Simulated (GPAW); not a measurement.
# Dielectric function and optical constants of TiC

Aim: the dielectric function of TiC, and the optical constants that follow from it. The cell comes from an older database entry, whose edges can differ from later determinations, mostly by under a per cent.

Method: DFT, LDA, plane-wave PAW (GPAW data sets), scalar-relativistic, RPA, optical limit, in GPAW 26.7.0.

The database entry behind the starting cell differs from later determinations by our own check (0.1 to 0.3 % short, probably kX units), so it need not match the best structure at ambient conditions.

## Step 1: Starting point

The structure is cubic, space group Fm-3m (No. 225). Conventional cell: a = 4.319 Å, b = 4.319 Å, c = 4.319 Å, α = 90.00°, β = 90.00°, γ = 90.00°. Nearest to Ti lie 6 C at 2.16 Å. Nearest to C lie 6 Ti at 2.16 Å. Farther neighbours are not listed.

As a file:

```cif
data_structure
_symmetry_space_group_name_H-M 'Fm-3m'
_symmetry_Int_Tables_number 225
_cell_length_a 4.3186
_cell_length_b 4.3186
_cell_length_c 4.3186
_cell_angle_alpha 90.000
_cell_angle_beta 90.000
_cell_angle_gamma 90.000
_cell_volume 80.54
loop_
_atom_site_label
_atom_site_type_symbol
_atom_site_symmetry_multiplicity
_atom_site_Wyckoff_symbol
_atom_site_fract_x
_atom_site_fract_y
_atom_site_fract_z
_atom_site_occupancy
Ti1 Ti 4 a 0.00000 0.00000 0.00000 1
C1 C 4 b 0.50000 0.00000 0.00000 1
```

## Step 2: Ground state

First the ground state: is it a metal or has it a gap?

This step: DFT, LDA, plane-wave PAW (GPAW data sets), scalar-relativistic, ground state (GPAW 26.7.0).

gs.py reads:

```python
from ase import Atoms
from ase.dft.bandgap import bandgap
from gpaw import GPAW, PW, FermiDirac

atoms = Atoms(['Ti', 'C'],
              cell=[[0.000000000000, 2.159300000000, 2.159300000000],
                    [2.159300000000, 0.000000000000, 2.159300000000],
                    [2.159300000000, 2.159300000000, 0.000000000000]],
              scaled_positions=[[0.000000000000, 0.000000000000, 0.000000000000],
                                [0.500000000000, 0.500000000000, 0.500000000000]],
              pbc=[True, True, True])
atoms.calc = GPAW(mode=PW(500), xc='LDA', kpts={'size': (9, 9, 9), 'gamma': True},
                  occupations=FermiDirac(0.05), maxiter=150, txt='gs.txt')
print('energy (eV)', atoms.get_potential_energy())
print('Fermi level (eV)', atoms.calc.get_fermi_level())
print('valence electrons', atoms.calc.get_number_of_electrons())
print('gap (eV)', bandgap(atoms.calc, output=None)[0])
print('direct gap (eV)', bandgap(atoms.calc, direct=True, output=None)[0])
atoms.calc.write('gs.gpw')
```

The run is started by

```
$ OMP_NUM_THREADS=1 python gs.py
```

Numbers of over 12 decimals in the logs are rounded to 6 here.

Output:

```text
__  _  _
 | _ |_)|_||  |
 |__||  | ||/\| - 26.7.0

Versions:
  Python: 3.12.14
  ASE:    3.29.0
  Numpy:  2.5.5
  Scipy:  1.18.1
  Libxc:  7.0.0

Input parameters:
  mode=PW(ecut=500.0),
  kpts=MonkhorstPack(size=(9, 9, 9), gamma=True),
  maxiter=150,
  occupations=Occupations(name='fermi-dirac', width=0.05, fixmagmom=False),
  xc=XC(name='LDA')

Diagonalizing LCAO Hamiltonian
Converting LCAO to pw mode

              C

       Ti

Atoms  # Å, Bohr magnetons
|   | symbol |        x |        y |        z |    initial magnetic moments |
| 0 |     Ti | 0.000000 | 0.000000 | 0.000000 | ( 0.0000,  0.0000,  0.0000) |
| 1 |      C | 2.159300 | 2.159300 | 2.159300 | ( 0.0000,  0.0000,  0.0000) |

Unit cell  # Å
| periodic |        x |        y |        z |  lengths |    angles |
|      yes | 0.000000 | 2.159300 | 2.159300 | 3.053711 | 60.000000 |
|      yes | 2.159300 | 0.000000 | 2.159300 | 3.053711 | 60.000000 |
|      yes | 2.159300 | 2.159300 | 0.000000 | 3.053711 | 60.000000 |

Number of symmetries: 48
Symmetry operations  # r_c * U_cc + t_c -> r_c
|    | kind |            matrix            |
|  0 |  σ   |  1, 0, 0,  1, 0,-1,  1,-1, 0 |
|  1 |  C2  |  1, 0, 0,  1,-1, 0,  1, 0,-1 |
|  2 |  E   |  1, 0, 0,  0, 1, 0,  0, 0, 1 |
|  3 |  σ   |  1, 0, 0,  0, 0, 1,  0, 1, 0 |
|  4 |  C4  |  1, 0,-1,  1, 0, 0,  1,-1, 0 |
|  5 |  S6  |  1, 0,-1,  1,-1, 0,  1, 0, 0 |
|  6 |  σ   |  1, 0,-1,  0, 1,-1,  0, 0,-1 |
|  7 |  C3  |  1, 0,-1,  0, 0,-1,  0, 1,-1 |
|  8 |  S6  |  1,-1, 0,  1, 0, 0,  1, 0,-1 |
|  9 |  C4  |  1,-1, 0,  1, 0,-1,  1, 0, 0 |
| 10 |  C3  |  1,-1, 0,  0,-1, 1,  0,-1, 0 |
| 11 |  σ   |  1,-1, 0,  0,-1, 0,  0,-1, 1 |
| 12 |  σ   |  0, 1, 0,  1, 0, 0,  0, 0, 1 |
| 13 |  C4  |  0, 1, 0,  0, 1,-1, -1, 1, 0 |
| 14 |  C3  |  0, 1, 0,  0, 0, 1,  1, 0, 0 |
| 15 |  S6  |  0, 1, 0, -1, 1, 0,  0, 1,-1 |
| 16 |  C2  |  0, 1,-1,  1, 0,-1,  0, 0,-1 |
| 17 |  σ   |  0, 1,-1,  0, 1, 0, -1, 1, 0 |
| 18 |  S4  |  0, 1,-1,  0, 0,-1,  1, 0,-1 |
| 19 |  C4  |  0, 1,-1, -1, 1, 0,  0, 1, 0 |
| 20 |  C3  |  0, 0, 1,  1, 0, 0,  0, 1, 0 |
| 21 |  σ   |  0, 0, 1,  0, 1, 0,  1, 0, 0 |
| 22 |  S6  |  0, 0, 1,  0,-1, 1, -1, 0, 1 |
| 23 |  C4  |  0, 0, 1, -1, 0, 1,  0,-1, 1 |
| 24 |  S4  |  0, 0,-1,  1, 0,-1,  0, 1,-1 |
| 25 |  C3  |  0, 0,-1,  0, 1,-1,  1, 0,-1 |
| 26 |  C2  |  0, 0,-1,  0,-1, 0, -1, 0, 0 |
| 27 |  S6  |  0, 0,-1, -1, 0, 0,  0,-1, 0 |
| 28 |  S4  |  0,-1, 1,  1,-1, 0,  0,-1, 0 |
| 29 |  C4  |  0,-1, 1,  0, 0, 1, -1, 0, 1 |
| 30 |  C2  |  0,-1, 1,  0,-1, 0,  1,-1, 0 |
| 31 |  σ   |  0,-1, 1, -1, 0, 1,  0, 0, 1 |
| 32 |  C3  |  0,-1, 0,  1,-1, 0,  0,-1, 1 |
| 33 |  S6  |  0,-1, 0,  0, 0,-1, -1, 0, 0 |
| 34 |  S4  |  0,-1, 0,  0,-1, 1,  1,-1, 0 |
| 35 |  C2  |  0,-1, 0, -1, 0, 0,  0, 0,-1 |
| 36 |  C2  | -1, 1, 0,  0, 1, 0,  0, 1,-1 |
| 37 |  S6  | -1, 1, 0,  0, 1,-1,  0, 1, 0 |
| 38 |  S4  | -1, 1, 0, -1, 0, 1, -1, 0, 0 |
| 39 |  C3  | -1, 1, 0, -1, 0, 0, -1, 0, 1 |
| 40 |  S6  | -1, 0, 1,  0, 0, 1,  0,-1, 1 |
| 41 |  C2  | -1, 0, 1,  0,-1, 1,  0, 0, 1 |
| 42 |  C3  | -1, 0, 1, -1, 1, 0, -1, 0, 0 |
| 43 |  S4  | -1, 0, 1, -1, 0, 0, -1, 1, 0 |
| 44 |  C2  | -1, 0, 0,  0, 0,-1,  0,-1, 0 |
| 45 |  i   | -1, 0, 0,  0,-1, 0,  0, 0,-1 |
| 46 |  σ   | -1, 0, 0, -1, 1, 0, -1, 0, 1 |
| 47 |  C2  | -1, 0, 0, -1, 0, 1, -1, 1, 0 |

BZ-sampling:
  Number of BZ points: 729
  Number of IBZ points: 35

  Monkhorst-Pack size: [9, 9, 9]
  Monkhorst-Pack shift: [0, 0, 0]

K-points  # in reciprocal-cell coordinates
|     |                                coordinates |     weight |
|   0 | (  0.00000000,   0.00000000,   0.00000000) | 0.00137174 |
|   1 | (  0.11111111,   0.11111111,   0.00000000) | 0.00823045 |
|   2 | (  0.11111111,   0.11111111,   0.11111111) | 0.01097394 |
|   3 | (  0.22222222,   0.11111111,   0.11111111) | 0.01646091 |
|   4 | (  0.22222222,   0.22222222,   0.00000000) | 0.00823045 |
|   5 | (  0.22222222,   0.22222222,   0.11111111) | 0.03292181 |
|   6 | (  0.22222222,   0.22222222,   0.22222222) | 0.01097394 |
|   7 | (  0.33333333,   0.22222222,   0.11111111) | 0.03292181 |
|   8 | (  0.33333333,   0.22222222,   0.22222222) | 0.03292181 |
|   9 | (  0.33333333,   0.33333333,  -0.33333333) | 0.01646091 |
| ... |                                            |            |
|  34 | (  0.44444444,   0.44444444,   0.44444444) | 0.01097394 |

Plane wave coefficients: 531
Cutoff: 500.0 eV

Spin-components: 1 (collinear spins)
Bands:           14
Projectors:      11
Spin-degeneracy: 2
Datatype:        complex128

Parallelization:
  kpt:    1
  domain: 1
  band:   1

Density:
  Valence electrons: 16.0
  Components: 1
  Grid points: [16 16 16]
  Charge: 0.0  # |e|

Potential:
  Grid points: [16 16 16]

species:
  Ti:
    name:    Titanium
    id:
    Z:       22.0
    valence: 12
    core:    10
    charge:  0.0  # [|e|]
    compensation charges:
      type: gauss
      rc: 0.38  # [Å]
      lmax: 2
    cutoffs:
      filter: 2.23  # [Å]
      core: 1.02  # [Å]
    projectors
    | kind |    occ | energy [eV] | rcut [Å] |
    |   3s |  2.000 |     -62.257 |    1.270 |
    |   4s |  2.000 |      -4.593 |    1.270 |
    |   3p |  6.000 |     -38.791 |    1.058 |
    |   4p |  0.000 |      -1.536 |    1.058 |
    |   3d |  2.000 |      -4.463 |    1.058 |
    |    d |        |      22.748 |    1.058 |

    Using partial waves for Ti as LCAO basis

  C:
    name:    Carbon
    id:
    Z:       6.0
    valence: 4
    core:    2
    charge:  0.0  # [|e|]
    compensation charges:
      type: gauss
      rc: 0.20  # [Å]
      lmax: 2
    cutoffs:
      filter: 1.14  # [Å]
      core: 1.14  # [Å]
    projectors
    | kind |    occ | energy [eV] | rcut [Å] |
    |   2s |  2.000 |     -13.639 |    0.635 |
    |   2p |  2.000 |      -5.414 |    0.635 |
    |    s |        |      13.573 |    0.635 |
    |    p |        |      21.797 |    0.635 |
    |    d |        |       0.000 |    0.635 |

    Using partial waves for C as LCAO basis

Reference energy: -24192.751597  # eV

eigensolver:
  PPCG
  Converge bands: occupied
  niter=2

density mixing:
  MSR1-Mixer
  Pratt-step length: 0.05
  Maximum mixing coefficient: 0.75
  Old densities: 10
  SVD Regularization: 0.005
  Good broyden scale: 1.0
  Trust region scale: 1.0
  Backstep threshold: 4.0
  History deletion threshold: 6.0
  Fourier metric: weight=20.0, sigma=0.015

occupation numbers:
  Fermi-Dirac:
    width: 0.0500  # eV

poisson solver:
  ecut: 4000.0  # eV

xc functional:
  name: None

convergence criteria:
- Maximum [total energy] change in last 3 cyles: 0.0005 eV / valence electron
- Maximum integral of absolute [dens]ity change: 0.0001 electrons / valence electron
- Maximum integral of absolute [eigenst]ate change: 4e-08 eV^2 / valence electron
maximum number of iterations: 150

SCF iterations
|iter     |      energy | eigst |  dens |
|iter:   1||  -21.650803 | -0.54 |       |
|iter:   2||  -20.803428 | -2.08 | -0.79 |
|iter:   3||  -19.399225 | -0.93 | -0.88 |
|iter:   4||  -19.387043 | -2.52 | -1.59 |
|iter:   5||  -19.393909 | -3.49 | -1.81 |
|iter:   6||  -19.393519c| -3.86 | -2.46 |
|iter:   7||  -19.393533c| -6.00 | -3.55 |
|iter:   8||  -19.393538c| -6.96 | -3.79 |
|iter:   9||  -19.393538c| -8.04c| -4.62c|

Converged in 9 steps
SCF loop duration: 3.884 s (0.432 s/step)
Energy contributions relative to reference atoms: (reference = -24192.751597)

Energy contributions:
  Kinetic:          15.600886
  Coulomb:         -16.655767
  Zero:              0.014656
  External:          0.000000
  Xc:              -18.351925
  Entropy:          -0.002775
  Spinorbit:         0.000000
  ----------------------------
  Free energy:     -19.394925
  Extrapolated:    -19.393538

dipole moment: (-13.853375, -13.853375, -13.853375)  # |e|*Ang

Fermi level: 9.986
Eigenvalues  # (at kpt = [0.000, 0.000, 0.000])
| band index |      eig [eV] | occ [0-2] |
|          0 |       -45.924 |     2.000 |
|          1 |       -22.267 |     2.000 |
|          2 |       -22.267 |     2.000 |
|          3 |       -22.267 |     2.000 |
|          4 |        -2.254 |     2.000 |
|          5 |        10.648 |     0.000 |
|          6 |        10.648 |     0.000 |
|          7 |        10.648 |     0.000 |
|          8 |        11.698 |     0.000 |
|          9 |        11.698 |     0.000 |
|         10 |        11.698 |     0.000 |
|         11 |        11.755 |     0.000 |
|         12 |        11.755 |     0.000 |
|         13 |        20.729 |     0.000 |

No gap
No difference between direct/indirect transitions

--- standard output ---
energy (eV) -19.393538
Fermi level (eV) 9.986361
valence electrons 16.0
gap (eV) 0.0
direct gap (eV) 0.0
```

The job ended after 6 s (1 thread of Arm Neoverse V1, shared host; peak memory 0.13 GiB).

Read-outs, printed or worked out from the files:

- energy: -19.39 eV
- Fermi energy: 9.986 eV
- electrons: 16

There are states at the Fermi level within the smearing, so the occupations stay smeared and the carriers get a Drude term.

## Step 3: Bands for the response

At the fixed density, many empty bands are solved on the mesh of the response, since the spectrum sums over them.

This step: DFT, LDA, plane-wave PAW (GPAW data sets), scalar-relativistic, bands at fixed density (GPAW 26.7.0).

nscf.py reads:

```python
from ase.dft.bandgap import bandgap
from gpaw import GPAW, FermiDirac

calc = GPAW('gs.gpw').fixed_density(kpts={'size': (14, 14, 14), 'gamma': True}, nbands=27, convergence={'bands': 21},
                                    occupations=FermiDirac(0.05), txt='nscf.txt')
print('gap (eV)', bandgap(calc, output=None)[0])
print('direct gap (eV)', bandgap(calc, direct=True, output=None)[0])
print('top band over the Fermi level (eV)', min(calc.get_eigenvalues(kpt=k)[20] for k in range(len(calc.get_ibz_k_points()))) - calc.get_fermi_level())
calc.write('full.gpw', mode='all')
```

The run is started by

```
$ OMP_NUM_THREADS=1 python nscf.py
```

Output:

```text
Diagonalizing LCAO Hamiltonian
Converting LCAO to pw mode
convergence criteria:
- Maximum integral of absolute [eigenst]ate change: 4e-08 eV^2 / valence electron
maximum number of iterations: 150

SCF iterations
|iter     |      energy | eigst |  dens |
|iter:   1||             | +2.16 |       |
|iter:   2||             | +0.34 |       |
|iter:   3||             | -1.52 |       |
|iter:   4||             | -3.27 |       |
|iter:   5||             | -5.05 |       |
|iter:   6||             | -6.74 |       |
|iter:   7||             | -7.83c|       |
SCF steps: 7
  __  _  _
 | _ |_)|_||  |
 |__||  | ||/\| - 26.7.0

Versions:
  Python: 3.12.14
  ASE:    3.29.0
  Numpy:  2.5.5
  Scipy:  1.18.1
  Libxc:  7.0.0

Input parameters:
  mode=PW(ecut=500.0),
  convergence={'bands': 21},
  gpts=array([16, 16, 16]),
  kpts=MonkhorstPack(size=(14, 14, 14), gamma=True),
  maxiter=150,
  nbands=27,
  occupations=Occupations(name='fermi-dirac', width=0.05, fixmagmom=False),
  parallel={},
  xc=XC(name='LDA')

--- standard output ---
gap (eV) 0.0
direct gap (eV) 0.0
top band over the Fermi level (eV) 27.140228
```

Wall time 18 s (1 thread); peak memory 0.17 GiB.

## Step 4: Dielectric function, RPA

Local fields let the induced charge screen the field inside the cell, which as a rule lowers ε, most along directions where the density is uneven.

This step: DFT, LDA, plane-wave PAW (GPAW data sets), scalar-relativistic, RPA, optical limit (GPAW 26.7.0).

df.py reads:

```python
from gpaw.response.df import DielectricFunction

df = DielectricFunction('full.gpw', frequencies={'type': 'nonlinear', 'domega0': 0.03, 'omega2': 8},
                        ecut=50,
                        eta=0.15,
                        nbands=21,
                        rate=0.05,
                        txt='df.txt')
for direction in ['x']:
    df.get_dielectric_function(xc='RPA', direction=direction, filename=f'df_{direction}.csv')
```

The run is started by

```
$ OMP_NUM_THREADS=1 python df.py
```

Output:

```text
Using integrator: PointIntegrator
NonLinearFrequencyDescriptor(from 0.000 to 89.957 eV, 531 points)
Nonperiodic BCs:  [False False False]
Using integrator: PointIntegrator
NonLinearFrequencyDescriptor(from 0.000 to 89.957 eV, 531 points)
Nonperiodic BCs:  [False False False]
Using integrator: PointIntegrator

Calculating chi0 body with:
    Ground state adapter containing:
    Number of spins: 1
    Number of kpoints: 2744
    Number of irreducible kpoints: 104
    Number of completely occupied states: 5
    Number of partially occupied states: 9

    Linear response parametrization:
    q_c: [0.0, 0.0, 0.0]
    Number of frequency points: 531
    Planewave cutoff: 50.0
    Number of bands: 21
    Number of planewaves: 15
    Broadening (eta): 0.15

Integrating chi0 body.

Symmetries of q_c:
    Direct symmetries (Uq -> q): 48
    Indirect symmetries (TUq -> q): 0
In total 48 allowed symmetries.

104 groups of equivalent kpoints. 96.209913% reduction.

Integral kind: spectral function

Calculating chi0 optical extensions with:
    Ground state adapter containing:
    Number of spins: 1
    Number of kpoints: 2744
    Number of irreducible kpoints: 104
    Number of completely occupied states: 5
    Number of partially occupied states: 9

    Linear response parametrization:
    Number of frequency points: 531
    Planewave cutoff: 50.0
    Number of bands: 21
    Number of planewaves: 15
    Broadening (eta): 0.15
Integrating chi0 head and wings.

Symmetries of q_c:
    Direct symmetries (Uq -> q): 48
    Indirect symmetries (TUq -> q): 0
In total 48 allowed symmetries.

104 groups of equivalent kpoints. 96.209913% reduction.

Integral kind: spectral function wings

Calculating drude chi0 with:
    Number of frequency points:531
    Plasma frequency decay rate: 0.05 eV

    Ground state adapter containing:
    Number of spins: 1
    Number of kpoints: 2744
    Number of irreducible kpoints: 104
    Number of completely occupied states: 5
    Number of partially occupied states: 9

Symmetries of q_c:
    Direct symmetries (Uq -> q): 48
    Indirect symmetries (TUq -> q): 0
In total 48 allowed symmetries.

104 groups of equivalent kpoints. 96.209913% reduction.

Integral kind: intraband
Plasma frequency:
[[3.31+0.j 0.  -0.j 0.  -0.j]
 [0.  -0.j 3.31+0.j 0.  +0.j]
 [0.  -0.j 0.  +0.j 3.31+0.j]]
```

Run time: 6.3 s. Hardware: 1 thread; peak memory 0.22 GiB.

(Continued in part 2 of 2.)

[Machine, clock and banner lines and Python warnings are left out of the logs.]

[Logs are printed without paths, hosts, clocks, repeated set-up lines and the standing remarks that a program may print on its own settings, such as how far it seeks lower states.]

[Hosts, paths, dates, database ids (printed as entryN), source tags and the programs' standing remarks are cut or masked in the printed files.]
